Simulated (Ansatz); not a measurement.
## Lattice dynamics of (AlAs)3(GaAs)1 [001] superlattice, started as zinc blende

Wanted: vibrations and spectra of (AlAs)3(GaAs)1 [001] superlattice, started as zinc blende; the cell is already relaxed.

Calculated with Ansatz 0.2.0; DFT PBEsol, scalar-relativistic, plane waves, PAW.

The structure was built from a prototype and need not be the compound's stable phase.

## 1. Set-up

It takes space group P-4m2 (No. 115, tetragonal). The conventional cell has a = 4.011 Å, b = 4.011 Å, c = 11.335 Å, α = 90.00°, β = 90.00°, γ = 90.00°. Nearest to Al lie 4 As at 2.45 to 2.46 Å. Nearest to Al lie 4 As at 2.46 Å. Nearest to As lie 4 Al at 2.46 Å. Nearest to As lie 2 Al at 2.45 Å and 2 Ga at 2.45 Å. Nearest to Ga lie 4 As at 2.45 Å. Farther neighbours are not listed.

## 2. Zone-centre response

The cell comes from relaxations at this level that are not shown. The zone centre is the only wavevector solved here; it holds the modes that light can see, as far as symmetry allows. The response to a homogeneous field gives the Born charges and the dielectric tensor, and its change with displacement the Raman tensors.

input.yaml

```yaml
crystal:
  lattice:
    - [2.8365130325, 2.8365130325, 0.0]
    - [-2.8365130325, 2.8365130325, 0.0]
    - [0.0, 0.0, 11.3350700568]
  atoms:
    - { symbol: Al, position: [0.0, 0.0, -0.000355899] }
    - { symbol: Al, position: [0.5, 0.5, 0.25] }
    - { symbol: Al, position: [0.0, 0.0, 0.500355899] }
    - { symbol: As, position: [0.5, 1.0, 0.1247884077] }
    - { symbol: As, position: [0.0, 0.5, 0.3752115923] }
    - { symbol: As, position: [0.5, 1.0, 0.6251210973] }
    - { symbol: As, position: [0.0, 0.5, 0.8748789027] }
    - { symbol: Ga, position: [0.5, 0.5, 0.75] }
kpoints:
  mp_grid: { grid: [8, 8, 2] }
hamiltonian:
  xc: pbesol
scf:
  occupations: { method: fixed }
output:
  eigenvalues: true
phonons:
  method: dfpt
  dielectric: true
  rigid_motions: translations
  raman: true
```

On the command line:

```console
$ ansatz run input.yaml --threads 4 --pin off --max-ram 14336MiB --backend cpu --events-out ev --progress --plain --runs-dir out
```

Numbers of over 12 decimals in the logs are rounded to 6 here.

The log of the run:

```text
Engine: ansatz 0.2.0, aarch64-unknown-linux-gnu
Pseudopotentials: kind: paw
Pseudopotential: Al, paw, valence charge 3, recommended cutoff 420 eV (normal), Al.paw.azcp
Pseudopotential: As, paw, valence charge 15, recommended cutoff 420 eV (normal), As.paw.azcp
Pseudopotential: Ga, paw, valence charge 13, recommended cutoff 420 eV (normal), Ga.paw.azcp
Functional definition: PBEsol
  exchange = pbesol_x
  correlation = pbesol_c
Crystal: 8 atoms, lattice volume = 182.400 Å³
Basis set: ecut = 420 eV, 3549 PW (Γ), exchange–correlation on 54×54×160 points (8 copies of the dense FFT grid, shifted against one another)
Bands: 50, of which v1, the nominal top of the filled ones, is band 41 counted from 1 (40 counted from 0)
Symmetry: 8 space group operations
k-points: 68 of 128 (irreducible under 1 space group operation, time reversal used)
Non-local potential: Al, projectors of the file, l = 0: 2, l = 1: 2, l = 2: 1
Non-local potential: As, projectors of the file, l = 0: 2, l = 1: 2, l = 2: 3, l = 3: 1
Non-local potential: Ga, projectors of the file, l = 0: 2, l = 1: 2, l = 2: 3, l = 3: 1
PAW form: soft (Blöchl's): semilocal exchange-correlation on the pseudo side does not see the compensation charge
PAW frozen core: Al, regenerated for the run's functional, and the local potential with it (the file was generated under x = pbe(κ = 0.804, μ = 0.219515), c = pbe(β = 0.066725))
PAW frozen core: As, regenerated for the run's functional, and the local potential with it (the file was generated under x = pbe(κ = 0.804, μ = 0.219515), c = pbe(β = 0.066725))
PAW frozen core: Ga, regenerated for the run's functional, and the local potential with it (the file was generated under x = pbe(κ = 0.804, μ = 0.219515), c = pbe(β = 0.066725))
PAW one-centre angular grid: Al, 110 points (default); XC on 64 Gauss nodes
PAW one-centre angular grid: As, 590 points (default); XC on 64 Gauss nodes
PAW one-centre angular grid: Ga, 590 points (default); XC on 64 Gauss nodes
Initial density: superposition of atomic densities (neutral atoms: chi_scale 0, normalization atom), corrected by the library's trained network
Initial wavefunctions: pseudopotential atomic-orbital guess
Functional: x = pbesol(κ = 0.804, μ = 0.123457), c = pbesol(β = 0.046)
SCF iter   1: F=—  HF=-24572.177884 eV  |F-HF|=—  |Δ(HF+E_count)|=         —  Δρ=2.84e-3  dr2=2.61e-2  ethr=1.77e-3  ⟨swp⟩=4.9  Hψ=11196  notcnv=0  defer=419
preconditioner: auto → Resta (q_TF=auto, 2.388 Å⁻¹)  ε∞=3.7  [insulator: Δε(μ)=1.296 eV  Ē_g=10.871 eV  n_scr=48 (ndim 8)  ℏωp=17.8 eV  f_vac=0.020  ε∞_Penn≈3.7]
SCF iter   2: F=—  HF=-24572.169813 eV  |F-HF|=—  |Δ(HF+E_count)|=   8.07e-3  Δρ=1.59e-3  dr2=7.67e-3  ethr=3.18e-5  ⟨swp⟩=3.0  Hψ=6869  notcnv=0  defer=474
SCF iter   3: F=—  HF=-24572.168788 eV  |F-HF|=—  |Δ(HF+E_count)|=   1.03e-3  Δρ=4.78e-4  dr2=7.73e-4  ethr=9.36e-6  ⟨swp⟩=2.3  Hψ=4159  notcnv=0  defer=476
SCF iter   4: F=—  HF=-24572.168828 eV  |F-HF|=—  |Δ(HF+E_count)|=   4.01e-5  Δρ=1.69e-4  dr2=7.28e-5  ethr=9.43e-7  ⟨swp⟩=2.4  Hψ=6054  notcnv=0  defer=476
SCF iter   5: F=—  HF=-24572.168836 eV  |F-HF|=—  |Δ(HF+E_count)|=   7.91e-6  Δρ=1.03e-4  dr2=1.54e-5  ethr=8.88e-8  ⟨swp⟩=2.0  Hψ=4616  notcnv=0  defer=233
SCF iter   6: F=—  HF=-24572.168848 eV  |F-HF|=—  |Δ(HF+E_count)|=   1.25e-5  Δρ=2.17e-5  dr2=8.45e-7  ethr=1.88e-8  ⟨swp⟩=2.0  Hψ=4617  notcnv=0  defer=212
SCF iter   7: F=—  HF=-24572.168849 eV  |F-HF|=—  |Δ(HF+E_count)|=   1.09e-6  Δρ=5.41e-6  dr2=5.92e-8  ethr=1.03e-9  ⟨swp⟩=2.0  Hψ=5981  notcnv=0  defer=210
SCF iter   8: F=—  HF=-24572.168849 eV  |F-HF|=—  |Δ(HF+E_count)|=   8.81e-8  Δρ=1.49e-6  dr2=9.07e-9  ethr=7.22e-11  ⟨swp⟩=2.0  Hψ=5301  notcnv=0  defer=210
SCF iter   9: F=—  HF=-24572.168849 eV  |F-HF|=—  |Δ(HF+E_count)|=   5.90e-9  Δρ=4.65e-7  dr2=3.43e-10  ethr=1.11e-11  ⟨swp⟩=2.0  Hψ=4653  notcnv=0  defer=210
[...]
--- Phonons (Γ-DFPT): 10 representative perturbations + reference, on 68 of 128 k-points (Σ response iterations 35) ---
  k mesh reduced under 1 symmetry operation, with k and −k counted as one. Each operation leaves every solved perturbation unchanged. A smaller set is not considered because the run solves the response to a homogeneous field
  ASR residual: 6.863e-5 → 0.000e0 eV/Å²; symmetrization residual: 2.044e-5 eV/Å²
  ASR residual per site (eV/Å²): 6.86e-5 6.63e-5 6.86e-5 2.14e-5 2.14e-5 2.04e-5 2.04e-5 3.66e-5
  Γ frequencies (cm⁻¹): 0.00 0.00 0.00 71.26 71.26 80.30 80.30 88.58 88.58 134.82 147.43 211.27 245.82 245.82 259.55 328.92 328.92 336.50 336.50 351.87 351.87 360.53 383.44 385.04
  ε∞ (high-frequency dielectric tensor):
       10.443108    -0.000000    -0.000000
       -0.000000    10.443108     0.000000
       -0.000000     0.000000    10.380764
  ε⁰ (static dielectric tensor: ions relaxed, cell fixed):
       12.463274    -0.000000    -0.000000
       -0.000000    12.463274     0.000000
       -0.000000     0.000000    12.414863
  ε⁰ − ε∞ (ionic part):
        2.020166     0.000000    -0.000000
        0.000000     2.020166     0.000000
       -0.000000     0.000000     2.034099
  softest optical mode at Γ: 71.26 cm⁻¹; the repairs (sum rule, projections) moved no ω² at Γ by more than (2.38 cm⁻¹)²
  Born effective charges Z* (e; rows j = field, columns β = displacement):
    site 0:
         2.07535   -0.05141   -0.00000
        -0.05141    2.07535    0.00000
        -0.00000    0.00000    2.14871
    site 1:
         2.14138    0.00000   -0.00000
         0.00000    2.14138    0.00000
[...]
site 2:
[...]
site 3:
[...]
site 4:
[...]
site 5:
[...]
site 6:
[...]
-0.00969   -2.08974   -0.00000
         0.00000   -0.00000   -2.01799
    site 7:
         2.25061    0.00000   -0.00000
         0.00000    2.25061   -0.00000
        -0.00000   -0.00000    2.01465
  Z* charge neutrality: 4.245e-2 e pre-enforcement
  solved inside a basis spanned on kpoints, on 14×14×6 k-points transformed towards the longest dipole: ε∞ is read to err by 6.3e-2, Z* by 2.8e-2 e (field_mesh: kpoints solves on kpoints); Z* is corrected for what the basis lacks
  Raman tensors (in the event stream and the table raman_tensors.tsv): an entry may err by 1.5e0 Å², one of the second-order susceptibility by 1.0e1 pm/V (basis, points and sum rule); their sum over the sites missed zero by 1.040e-3 Å² ahead of its enforcement
  optical modes at Γ without the LO–TO term, one row a degenerate level:
      ω (cm⁻¹)  modes    IR ((D/Å)²/amu)  static Raman (Å⁴/amu)  depolarisation
         71.26      2             0.0442                 0.8771           0.750
         80.30      2             0.0068                 8.4689           0.750
         88.58      2             0.0064                 3.0267           0.750
        134.82      1             0.0553                 1.4007           0.750
        147.43      1             0.0000                23.3209           0.000
        211.27      1             0.0000                29.5883           0.001
        245.82      2             4.0032               260.9859           0.750
        259.55      1             2.9708               155.4648           0.750
        328.92      2             0.0007                 0.7206           0.750
        336.50      2             1.6487               173.0311           0.750
        351.87      2            31.4667               751.2454           0.750
        360.53      1            16.4614               316.4729           0.750
        383.44      1             0.0249                 3.1100           0.750
        385.04      1             0.0000                13.2988           0.242
  optical modes at Γ + LO–TO along q̂ = [1.0000, 0.0000, 0.0000]:
      ω (cm⁻¹)  modes    IR ((D/Å)²/amu)  static Raman (Å⁴/amu)  depolarisation
[...]
optical modes at Γ + LO–TO along q̂ = [0.0000, 1.0000, 0.0000]:
      ω (cm⁻¹)  modes    IR ((D/Å)²/amu)  static Raman (Å⁴/amu)  depolarisation
[...]
optical modes at Γ + LO–TO along q̂ = [0.0000, 0.0000, 1.0000]:
      ω (cm⁻¹)  modes    IR ((D/Å)²/amu)  static Raman (Å⁴/amu)  depolarisation
[...]
336.50      2             1.6487               173.0311           0.750
        351.87      2            31.4667               751.2454           0.750
        383.18      1             1.1128               105.9238           0.750
        385.04      1             0.0000                13.2988           0.242
        386.72      1            16.6440               899.1842           0.750
[key lines of the parts left out:]
SCF converged after 10 iterations
Free energy (F): -24572.168849 eV
Fermi energy:    6.643932 eV
```

Run time: 45 min. Hardware: 4 threads of Arm Neoverse N1, shared host; peak memory 4.2 GiB.

Reading the cycles: dr2 is the Hartree energy of the density residual (eV), the measure of convergence; HF is the Harris–Foulkes estimate of the energy, which meets the free energy F at convergence.

Numbers from this step:

| Item | Value |
| --- | --- |
| gap on the k-mesh | 1.335 eV |
| volume per atom | 22.80 Å³ |
| sum-rule residual before enforcement | 6.86e-5 eV/Å² |
| miss of the charge sum rule | 0.04245 e |
| estimated error of the dielectric tensor | 0.06307 |
| estimated error of the Born charges | 0.02764 e |
| point group | -42m |
| highest optical mode at the zone centre (no LO-TO term) | 385.0 cm⁻¹ |
| lowest optical zone-centre mode | 71.26 cm⁻¹ |
| mean high-frequency dielectric constant | 10.42 |
| largest Born charge (third of the trace) | -2.218 e |
| mean static dielectric constant | 12.45 |
| top of the zone-centre spectrum with the field | 386.7 cm⁻¹ |

Without the LO-TO term. Patterns of degenerate modes are one choice out of their space. The modes at Γ (shares of kinetic energy by element, %):

| mode | frequency (cm⁻¹) | symmetry | Al % | As % | Ga % |
| --- | --- | --- | --- | --- | --- |
| 1 | 0.0 | acoustic | 18 | 67 | 15 |
| 2 | 0.0 | acoustic | 18 | 67 | 15 |
| 3 | 0.0 | acoustic | 18 | 67 | 15 |
| 4 | 71.3 | E | 11 | 56 | 34 |
| 5 | 71.3 | E | 11 | 56 | 34 |
| 6 | 80.3 | E | 27 | 73 | 0 |
| 7 | 80.3 | E | 27 | 73 | 0 |
| 8 | 88.6 | E | 25 | 70 | 4 |
| 9 | 88.6 | E | 25 | 70 | 4 |
| 10 | 134.8 | B2 | 9 | 68 | 23 |
| 11 | 147.4 | A1 | 17 | 83 | 0 |
| 12 | 211.3 | A1 | 0 | 100 | 0 |
| 13 | 245.8 | E | 0 | 53 | 46 |
| 14 | 245.8 | E | 0 | 53 | 46 |
| 15 | 259.6 | B2 | 2 | 37 | 61 |
| 16 | 328.9 | E | 73 | 27 | 0 |
| 17 | 328.9 | E | 73 | 27 | 0 |
| 18 | 336.5 | E | 73 | 27 | 0 |
| 19 | 336.5 | E | 73 | 27 | 0 |
| 20 | 351.9 | E | 73 | 27 | 0 |
| 21 | 351.9 | E | 73 | 27 | 0 |
| 22 | 360.5 | B2 | 78 | 21 | 1 |
| 23 | 383.4 | B2 | 93 | 7 | 0 |
| 24 | 385.0 | A1 | 83 | 17 | 0 |

Displacements in mode 5 (71.3 cm⁻¹), the largest set to 1:
```
Al1  0.01 -0.25  0.00
Al2  0.21 -0.82  0.00
Al3  0.12 -0.28  0.00
As4  0.34 -0.65  0.00
As5 -0.04 -0.56  0.00
As6 -0.57  0.50  0.00
As7  0.38  0.26  0.00
Ga8 -0.25  1.00  0.00
```

Displacements in mode 22 (360.5 cm⁻¹), the largest set to 1:
```
Al1  0.00  0.00  1.00
Al2  0.00  0.00  0.87
Al3  0.00  0.00  1.00
As4  0.00  0.00 -0.34
As5  0.00  0.00 -0.34
As6  0.00  0.00 -0.13
As7  0.00  0.00 -0.13
Ga8  0.00  0.00 -0.09
```

Optical modes at the zone centre, without and with the macroscopic field of the longitudinal modes; each column is sorted by frequency, so a row need not hold one and the same mode. Modes with and without the field, by row:

| rank among optical modes | no field (cm⁻¹) | q along (1, 0, 0) (cm⁻¹) | q along (0, 0, 1) (cm⁻¹) |
| --- | --- | --- | --- |
| 1 | 71.3 | 71.3 | 71.3 |
| 2 | 71.3 | 71.4 | 71.3 |
| 3 | 80.3 | 80.3 | 80.3 |
| 4 | 80.3 | 80.3 | 80.3 |
| 5 | 88.6 | 88.6 | 88.6 |
| 6 | 88.6 | 88.6 | 88.6 |
| 7 | 134.8 | 134.8 | 135 |
| 8 | 147.4 | 147.4 | 147.4 |
| 9 | 211.3 | 211.3 | 211.3 |
| 10 | 245.8 | 245.8 | 245.8 |
| 11 | 245.8 | 249.3 | 245.8 |
| 12 | 259.6 | 259.6 | 264.4 |
| 13 | 328.9 | 328.9 | 328.9 |
| 14 | 328.9 | 328.9 | 328.9 |
| 15 | 336.5 | 336.5 | 336.5 |
| 16 | 336.5 | 337 | 336.5 |
| 17 | 351.9 | 351.9 | 351.9 |
| 18 | 351.9 | 360.5 | 351.9 |
| 19 | 360.5 | 377.5 | 383.2 |
| 20 | 383.4 | 383.4 | 385 |
| 21 | 385 | 385 | 386.7 |

Born charge (rows field, columns displacement) (e), principal values of the symmetric part by kind of site:

| atom | atoms with these values | low | middle | high | mean |
| --- | --- | --- | --- | --- | --- |
| Al1 | 2 | 2.02 | 2.13 | 2.15 | 2.10 |
| Al2 | 1 | 2.14 | 2.14 | 2.30 | 2.20 |
| As4 | 2 | -2.29 | -2.21 | -2.15 | -2.22 |
| As6 | 2 | -2.10 | -2.08 | -2.02 | -2.07 |
| Ga8 | 1 | 2.01 | 2.25 | 2.25 | 2.17 |

In full for Ga8:

```
2.25 0.00 0.00
0.00 2.25 0.00
0.00 0.00 2.01
```

High-frequency dielectric tensor:

```
10.44  0.00  0.00
 0.00 10.44  0.00
 0.00  0.00 10.38
```

Static dielectric tensor (ions relaxed, fixed cell):

```
12.46  0.00  0.00
 0.00 12.46  0.00
 0.00  0.00 12.41
```

Transverse modes. Lines of the infrared spectrum (strongest = 100):

| position (cm⁻¹) | relative intensity |
| --- | --- |
| 71 | 0.1 |
| 80 | 0.0 |
| 89 | 0.0 |
| 135 | 0.2 |
| 147 | 0.0 |
| 211 | 0.0 |
| 246 | 13 |
| 260 | 9.4 |
| 329 | 0.0 |
| 336 | 5.2 |
| 352 | 100 |
| 360 | 52 |
| 383 | 0.1 |
| 385 | 0.0 |

Activity x (w_L - w)^4 (n + 1)/w, 532 nm, 300 K; the tensors are static ones, while 532 nm light lies above the computed direct gap, where resonance would change the heights; modes without the macroscopic field alone. Lines of the Raman spectrum (strongest = 100):

| position (cm⁻¹) | relative intensity |
| --- | --- |
| 71 | 1.7 |
| 80 | 13 |
| 89 | 4.0 |
| 135 | 0.9 |
| 147 | 12 |
| 211 | 8.7 |
| 246 | 60 |
| 260 | 33 |
| 329 | 0.1 |
| 336 | 25 |
| 352 | 100 |
| 360 | 41 |
| 383 | 0.4 |
| 385 | 1.6 |

Static second-order susceptibility (pm/V), twice the coefficient d of second-harmonic generation. Second order susceptibility, by row:

| field along | xx | yy | zz | yz | xz | xy |
| --- | --- | --- | --- | --- | --- | --- |
| x | 0 | 0 | 0 | 114.2 | 0 | 0 |
| y | 0 | 0 | 0 | 0 | 114.2 | 0 |
| z | 0 | 0 | 0 | 0 | 0 | 114.2 |

Before it was imposed, the acoustic sum rule was missed by 6.9e-5 eV/Å² and the charge sum rule by 0.042 e. The charge miss is large and points to the mesh or the basis. The lowest optical mode is real, 71.3 cm⁻¹.

The log warns of the k mesh: “the force constants stand on the 8×8×2 k-mesh, whose period is 8.34 times the interband length at k = (0.0000, 0.0000, 0.0000), direct gap 1.348 eV, under 14: take them and everything formed from them as unconverged”.

## 3. Isotope substitution

An isotope changes the mass and not the force constants, so no new electronic calculation is needed; the shifts show which modes move this element.

The same force constants with the mass of Ga changed from 69.723 to 70.925 u (phonopy, no LO-TO term). Both lists are sorted by frequency; levels can cross, so a row need not hold one and the same mode. Modes under 3 cm⁻¹ are left out. Isotope shifts, by row:

| q | rank | natural mass (cm⁻¹) | changed mass (cm⁻¹) |
| --- | --- | --- | --- |
| 0 0 0 | 4 | 71.26 | 71.06 |
| 0 0 0 | 5 | 71.26 | 71.06 |
| 0 0 0 | 6 | 80.3 | 80.3 |
| 0 0 0 | 7 | 80.3 | 80.3 |
| 0 0 0 | 8 | 88.58 | 88.55 |
| 0 0 0 | 9 | 88.58 | 88.55 |
| 0 0 0 | 10 | 134.8 | 134.6 |
| 0 0 0 | 11 | 147.4 | 147.4 |
| 0 0 0 | 12 | 211.3 | 211.3 |
| 0 0 0 | 13 | 245.8 | 244.8 |
| 0 0 0 | 14 | 245.8 | 244.8 |
| 0 0 0 | 15 | 259.6 | 258.2 |
| 0 0 0 | 16 | 328.9 | 328.9 |
| 0 0 0 | 17 | 328.9 | 328.9 |
| 0 0 0 | 18 | 336.5 | 336.5 |
| 0 0 0 | 19 | 336.5 | 336.5 |
| 0 0 0 | 20 | 351.9 | 351.9 |
| 0 0 0 | 21 | 351.9 | 351.9 |
| 0 0 0 | 22 | 360.5 | 360.5 |
| 0 0 0 | 23 | 383.4 | 383.4 |
| 0 0 0 | 24 | 385 | 385 |

A mode of this element alone would shift by -0.85 %. The highest zone-centre frequency without the field goes from 385.0 to 385.0 cm⁻¹ (+0.0 %). The product of the frequency ratios over all optical modes at Γ is 0.979; the product rule, (m/m′)^(3k/2) (M′/M)^(3/2) with k = 1 such atoms and M the mass of the cell, gives 0.979.

## 4. Summary of results

| Property | Result |
| --- | --- |
| space group (within 0.01 Å) | P-4m2 |
| volume per atom | 22.8 Å³ |
| gap on the k-mesh | 1.34 eV |
| highest optical mode at the zone centre (no LO-TO term) | 385 cm⁻¹ |
| top of the zone-centre spectrum with the field | 387 cm⁻¹ |
| lowest optical zone-centre mode | 71.3 cm⁻¹ |
| mean high-frequency dielectric constant | 10.4 |
| mean static dielectric constant | 12.4 |
| largest Born charge (third of the trace) | -2.22 e |
| imaginary modes at Γ (the only wavevector solved) | none |

In words: The structure is stable against zone-centre distortions, since no mode there is imaginary; runs at other wavevectors are not part of this account. Without the field, the optical modes at Γ span 71 to 385 cm⁻¹. The dispersion is not part of this account. The highest mode in this list at Γ, 385.0 cm⁻¹, is mostly motion of Al (83 % of the kinetic energy). With the macroscopic field of the longitudinal modes the top of the zone-centre spectrum lies at 387 cm⁻¹, against 385 cm⁻¹ without it. Lattice motion raises the mean dielectric constant from 10.42 to 12.45. The strongest infrared line is at 352 cm⁻¹. Averaged over orientations, the strongest Raman line at 532 nm and 300 K is at 352 cm⁻¹, among the modes without the field; their longitudinal partners can be Raman active too. The tensors are the static, non-resonant ones, while 532 nm light (2.33 eV) lies above the computed gap. With the field response the log warns that the k mesh is coarse for the force constants too, so the frequencies may not be converged. The starting cell was built on a prototype and not taken from a measurement, so the phase need not exist. These are harmonic frequencies at zero temperature: anharmonic shifts, linewidths and thermal expansion are left out.

[Logs are printed without paths, hosts, clocks, repeated set-up lines and the standing remarks that a program may print on its own settings, such as how far it seeks lower states.]

[Hosts, paths, dates, database ids (printed as entryN), source tags and the programs' standing remarks are cut or masked in the printed files.]
